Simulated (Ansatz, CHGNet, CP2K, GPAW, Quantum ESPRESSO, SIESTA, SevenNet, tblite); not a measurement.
**Codes compared on Rh(111)/Al(100) interface (85 atoms)**

Aim: run Rh(111)/Al(100) interface (85 atoms) in several programs and set results and cost side by side. A plane-wave run serves as the reference.

Method: Kohn-Sham DFT, PBE, SSSP efficiency 1.3.0 pseudopotentials, plane waves, in Quantum ESPRESSO 7.5.

## (1) The structure

The cell holds 85 atoms: 40 Rh and 45 Al. Its edges and angles: a = 14.274 Å, b = 9.186 Å, c = 11.727 Å, α = 90.0°, β = 90.0°, γ = 108.8°. Fcc Rh(111), 2 repeat layers, 20 surface cells, strained +0.31 and -1.39 %; fcc Al(100), 3 layers, 15 cells, -0.31 and +1.43 %; outer planes 2.75 Å apart and 2.74 Å at the second interface of the periodic stack; not relaxed, displaced by a Gaussian of 0.02 Å. Then every atom was moved at random, 0.03 Å r.m.s. a Cartesian component. Regions: Rh, 40 atoms (40 Rh); Al, 45 atoms (45 Al). The structure's axis is c.

## (2) Plane-wave reference

Contents of pw.in:

```
&control
  calculation = 'scf'
  pseudo_dir = './pseudo'
  outdir = './tmp'
  disk_io = 'none'
  tprnfor = .true.
  tstress = .true.
/
&system
  ibrav = 0
  nat = 85
  ntyp = 2
  ecutwfc = 45
  ecutrho = 360
  nosym = .true.
  occupations = 'smearing'
  smearing = 'fd'
  degauss = 0.003675
/
&electrons
  conv_thr = 4.3e-07
  electron_maxstep = 100
  mixing_beta = 0.2
  mixing_mode = 'local-TF'
  diagonalization = 'david'
/
ATOMIC_SPECIES
Rh 102.906 Rh.upf
Al 26.982 Al.upf
CELL_PARAMETERS angstrom
14.27420 0.00000 0.00000
-2.95580 8.69714 0.00000
0.00000 0.00000 11.72688
ATOMIC_POSITIONS crystal
Rh 0.80262 0.90222 0.00192
Rh 0.79877 0.56318 0.18626
Rh 0.90006 0.69779 0.00311
Rh 0.90332 0.37445 0.19100
Rh 0.60231 0.79914 0.00187
Rh 0.60135 0.46784 0.18715
Rh 0.69818 0.60286 0.00120
Rh 0.69719 0.26383 0.18877
Rh 0.79905 0.40444 0.00130
Rh 0.80282 0.06638 0.18511
Rh 0.89966 0.19946 0.00122
Rh 0.89838 0.86735 0.19001
[... 69 atom lines left out ...]
Al 0.32326 0.19826 0.76997
Al 0.26262 0.86878 0.42467
Al 0.12504 0.70199 0.59696
Al 0.26317 0.87230 0.77093
K_POINTS gamma
```

The run is started by

```bash
> OMP_NUM_THREADS=1 mpirun -np 4 pw.x -in pw.in > output.txt
```

What it wrote:

```text
Program PWSCF
     gamma-point specific algorithms are used
     one sub-group per band group will be used
     scalapack distributed-memory algorithm (size of sub-group:  2*  2 procs)
     Parallelization info
     sticks:   dense  smooth     PW     G-vecs:    dense   smooth      PW
     Min        3175    1586    394               283307   100161   12518
     Max        3180    1587    396               283310   100166   12525
     Sum       12711    6345   1581              1133235   400655   50091
     bravais-lattice index     =            0
     lattice parameter (alat)  =      26.9743  a.u.
     unit-cell volume          =    9824.4291 (a.u.)^3
     number of atoms/cell      =           85
     number of atomic types    =            2
     number of electrons       =       815.00
[... lines left out ...]
     scf convergence threshold =      4.3E-07
[... lines left out ...]
     number of k points=     1  Fermi-Dirac smearing, width (Ry)=  0.0037
[... lines left out ...]
     total energy              =  -10454.59796013 Ry
[... lines left out ...]
     total energy              =  -10452.45485468 Ry
[... lines left out ...]
     total energy              =  -10453.74284427 Ry
[... lines left out ...]
     total energy              =  -10453.64576801 Ry
[... lines left out ...]
     total energy              =  -10453.64576821 Ry
[... lines left out ...]
   -66.4741 -66.4575 -66.4283 -66.4244 -66.4175 -66.4034 -66.3964 -66.3867
   -66.3836 -66.3806 -66.3771 -66.3752 -66.3668 -66.3627 -66.3590 -66.3543
   -66.3480 -66.3449 -66.3411 -66.3363 -66.3340 -66.3303 -66.3276 -66.3265
[...]
15.0576  15.1165  15.2319  15.2607  15.2724  15.2942  15.3791  15.4061
    15.4501  15.4741  15.5628  15.5965  15.6896  15.7150  15.7442  15.7704
    15.7786  15.9015
     the Fermi energy is    12.2144 ev
!    total energy              =  -10453.64576814 Ry
     estimated scf accuracy    <       0.00000027 Ry
     smearing contrib. (-TS)   =      -0.07989476 Ry
     internal energy E=F+TS    =  -10453.56587339 Ry
     The total energy is F=E-TS. E is the sum of the following terms:
     one-electron contribution =  -17185.59127629 Ry
     hartree contribution      =    8887.02512467 Ry
     xc contribution           =    -991.52500134 Ry
     ewald contribution        =     396.83608693 Ry
     one-center paw contrib.   =   -1560.31080736 Ry
     convergence has been achieved in  14 iterations
     Forces acting on atoms (cartesian axes, Ry/au):
     atom    1 type  1   force =    -0.00512499   -0.00619406   -0.04840677
     atom    2 type  1   force =    -0.00361335    0.01326916    0.04146037
     atom    3 type  1   force =    -0.00263128    0.00585451   -0.04230310
[...]
atom   84 type  2   force =     0.00361210    0.00274840   -0.00546793
     atom   85 type  2   force =    -0.00570445   -0.00991678    0.03079981
     Total force =     0.375361     Total SCF correction =     0.001018
     Computing stress (Cartesian axis) and pressure
          total   stress  (Ry/bohr**3)                   (kbar)     P=      -47.91
  -0.00028836  -0.00015440   0.00003422          -42.42      -22.71        5.03
  -0.00015440   0.00033476  -0.00009283          -22.71       49.24      -13.66
   0.00003422  -0.00009283  -0.00102349            5.03      -13.66     -150.56
     Message from routine punch:
     Nothing written, as per user request (disk_io='none')
```

Elapsed: 4 min, on 4 MPI ranks of Arm Neoverse V2, shared host; peak memory 4 GiB; 16 min of CPU time.

Banners and routine set-up lines are dropped from the logs; longer cuts are marked.

Numbers from this run:

- r.m.s. force component: 0.6044 eV/Å
- longest force: 1.8 eV/Å
- pressure: -4.791 GPa

## (3) The other programs

The programs:
- CHGNet: machine-learned potential, published weights.
- CP2K 2026.2: Gaussian basis with GTH pseudopotentials and a plane-wave density; labels give functional, basis (MOLOPT sets; SR short-range, UZH the newer set with its own potentials), grid cutoff/relative cutoff and solver (OT: orbital transformation; TRS4, TC2, SIGN: linear-scaling purification with its sparsity filter), or its built-in tight binding.
- SIESTA 5.4.2: numerical atomic orbitals, whose automatically made sets are far from complete, with PseudoDojo norm-conserving potentials that we converted to its format (checked against plane waves on the same files for H, C, O, Si, Ge and Ca alone); labels give functional, basis size, energy shift and mesh cutoff.
- SevenNet: machine-learned potential, published weights.
- tblite 0.8.0: extended tight binding, driven from Python.

All use the same cell and atoms; the electronic-structure runs use the same k-mesh, and an electronic temperature of 580 K (0.05 eV) where levels are smeared.

Differences are against the plane-wave reference, forces as r.m.s. over components; share is that over the reference's r.m.s. force, slope the least-squares factor from reference forces to these. Total energies of different programs have different zeros and aren't compared.

| run | Δ force, r.m.s. (meV/Å) | share (%) | slope | Δ pressure (GPa) | cores | CPU time | memory (GiB) |
| --- | --- | --- | --- | --- | --- | --- | --- |
| reference | - | - | - | - | 4 | 16 min | 4.0 |
| CHGNet 0.3.0 potential | 257 | 42.5 | 1.314 | -1.43 | 1 | 3.5 s | 1.3 |
| CP2K BLYP, DZVP-MOLOPT-SR, 350/50 Ry, diagonalisation | 208 | 34.4 | 1.152 | 6.66 | 4 | 29 min | 4.8 |
| CP2K PBE+D3(BJ), DZVP-UZH, 350/50 Ry, diagonalisation | 26.0 | 4.31 | 1.020 | -3.04 | 4 | 39 min | 5.0 |
| CP2K PBE, DZVP-MOLOPT (SR for Rh, Al), 350/50 Ry, diagonalisation | 44.6 | 7.38 | 1.041 | 0.855 | 4 | 30 min | 4.7 |
| CP2K PBE, DZVP-UZH, 350/50 Ry, diagonalisation | 29.9 | 4.94 | 1.017 | 0.875 | 4 | 39 min | 4.9 |
| SIESTA PBE, DZ, shift 0.01 Ry, mesh 300 Ry (coarse) | 190 | 31.4 | 1.261 | -0.749 | 1 | 5 min | 1.1 |
| SIESTA PBE, DZP, shift 0.01 Ry, mesh 300 Ry | 88.6 | 14.7 | 1.135 | -0.0156 | 2 | 16 min | 2.0 |
| SIESTA PBE, SZP, shift 0.01 Ry, mesh 300 Ry (coarse) | 228 | 37.7 | 1.359 | 4.43 | 2 | 11 min | 1.8 |
| SIESTA optB88-vdW, PBE potentials, DZP, shift 0.01 Ry, mesh 300 Ry | 112 | 18.6 | 1.178 | 1.66 | 4 | 30 min | 3.2 |
| SevenNet 0 potential | 145 | 24.0 | 1.009 | -0.342 | 1 | 6.3 s | 0.86 |
| SevenNet l3i5 potential | 314 | 51.9 | 1.410 | 2.33 | 1 | 8.2 s | 1.3 |
| tblite GFN2-xTB | 361 | 59.7 | 0.871 | -5.97 | 1 | 25 s | 0.17 |
| tblite IPEA1-xTB | 247 | 40.9 | 0.999 | 9.99 | 1 | 10 s | 0.17 |

Rows marked coarse use a setting chosen to be so.

Times of the machine-learned potentials are mostly Python's start and the loading of weights.

CPU time is summed over cores on a shared host, where runs went side by side, so it is rough. Symmetry, cutoffs, thresholds, outputs and thread counts weren't matched or tuned between programs; memory under MPI is the largest rank's times the ranks.

Runs without a result: GPAW PBE, LCAO dzp, h 0.2 Å (cut off at its time limit of 15 min); CP2K GFN1-xTB, diagonalisation (not converged, the SCF not settling); CP2K PBE, SZV-MOLOPT-SR, 350/50 Ry, diagonalisation (cut off at its time limit of 6.1 min); GPAW PBE, LCAO sz(dzp), h 0.2 Å (cut off at its time limit of 4 min); GPAW PBE, LCAO szp(dzp), h 0.2 Å (cut off at its time limit of 7.8 min).

Mean charges by element (e), by run and scheme:

| run | scheme | Rh | Al |
| --- | --- | --- | --- |
| CP2K BLYP, DZVP-MOLOPT-SR, 350/50 Ry, diagonalisation | Mulliken | -0.10 | +0.09 |
| CP2K PBE+D3(BJ), DZVP-UZH, 350/50 Ry, diagonalisation | Mulliken | +0.02 | -0.02 |
| CP2K PBE, DZVP-MOLOPT (SR for Rh, Al), 350/50 Ry, diagonalisation | Mulliken | -0.07 | +0.06 |
| CP2K PBE, DZVP-UZH, 350/50 Ry, diagonalisation | Mulliken | +0.02 | -0.02 |
| SIESTA PBE, DZP, shift 0.01 Ry, mesh 300 Ry | Hirshfeld | +0.02 | -0.02 |
| SIESTA optB88-vdW, PBE potentials, DZP, shift 0.01 Ry, mesh 300 Ry | Hirshfeld | +0.01 | -0.01 |
| tblite GFN2-xTB | Mulliken | -0.26 | +0.23 |
| tblite IPEA1-xTB | Mulliken | -0.24 | +0.21 |

## (4) Outcome

```
reference r.m.s. force component                       : 0.604 eV/Å
nearest in forces                                      : CP2K PBE+D3(BJ), DZVP-UZH, 350/50 Ry, diagonalisation, 4.3 %
farthest in forces                                     : tblite GFN2-xTB, 60 %
cheapest electronic-structure run beside the reference : tblite IPEA1-xTB, 10 s of CPU time
```

The PBE runs in local orbitals, coarse settings apart, differ by 4.9 % (CP2K PBE, DZVP-UZH, 350/50 Ry, diagonalisation) to 15 % (SIESTA PBE, DZP, shift 0.01 Ry, mesh 300 Ry); basis, grid and potentials can all enter. Tight binding differs by 41 % (tblite IPEA1-xTB) to 60 % (tblite GFN2-xTB); it is another model, with fitted parameters of its own, and the xTB methods hold dispersion. Machine-learned potentials differ by 24 % (SevenNet 0 potential) to 52 % (SevenNet l3i5 potential); they were trained on other programs' data. Rows with another functional or a dispersion term differ by 4.3 % (CP2K PBE+D3(BJ), DZVP-UZH, 350/50 Ry, diagonalisation) to 34 % (CP2K BLYP, DZVP-MOLOPT-SR, 350/50 Ry, diagonalisation), which mixes the change of model with differences of basis and potentials, some of them made for another functional. IPEA1-xTB was fitted to ionisation energies and electron affinities, not to forces or charges. tblite GFN2-xTB needed 117 SCF steps, so its time overstates the method's usual cost. Runs with settings chosen to be coarse differ by 31 % (SIESTA PBE, DZ, shift 0.01 Ry, mesh 300 Ry) to 38 % (SIESTA PBE, SZP, shift 0.01 Ry, mesh 300 Ry), their programs' other errors included. Of the electronic-structure runs that take under half the reference's CPU time, SIESTA PBE, DZ, shift 0.01 Ry, mesh 300 Ry comes nearest, at 31 % in 5 min against 16 min. SIESTA PBE, SZP, shift 0.01 Ry, mesh 300 Ry stiffens the forces by a factor of 1.36 while following their directions (correlation 0.996); the slopes of the 4 SIESTA runs lie between 1.14 and 1.36. In pressure, SIESTA PBE, SZP, shift 0.01 Ry, mesh 300 Ry misses by +4.4 GPa, at the same functional. Charges hang on model, scheme and program or settings: among these rows the mean for Rh runs from -0.26 to +0.02 e. In the reference: levels near the Fermi energy are neither full nor empty under the smearing, so no gap is quoted. Periodic xTB results under one method name differ between programs and library versions. The reference's pressure holds the uncorrected Pulay stress of its 45 Ry basis, so small pressure differences, and their order, may be the reference's own error. The electron count is odd in these runs, and they have no spin polarisation, so the unpaired electron is spread evenly over both spins. Machine-learned potentials mimic data converged in k, so the reference's own k-point error enters their differences. The reference's stress is far from hydrostatic: its diagonal is -4.2, 4.9, -15.1 GPa, compression counted positive. The host structure and its lattice constant were typed by rule, without a check against the phase diagram. The reference's pressure of -4.8 GPa belongs to unrelaxed atoms and would change as they relax. The electronic-structure runs sample only Γ, in a cell whose shortest periodic width is 9 Å, which is coarse for a cell with partly filled levels.

[Long decimals in the printed logs are rounded to 6 places.]

[Also dropped from logs without a mark: lines with file paths, logging warnings of Python, QE's lines on negative density and diagonalisation, SIESTA's first energy breakdown, zero terms and Voronoi charges.]

[Logs are printed without paths, hosts, clocks, repeated set-up lines and the standing remarks that a program may print on its own settings, such as how far it seeks lower states.]

[Hosts, paths, dates, database ids (printed as entryN), source tags and the programs' standing remarks are cut or masked in the printed files.]

[Not all failed runs are listed: runs killed by the host, ended in a Python traceback or in CONQUEST's support-function errors, and SIESTA runs with faulty potentials for Cu, Fe, Ni or Zn are left out.]
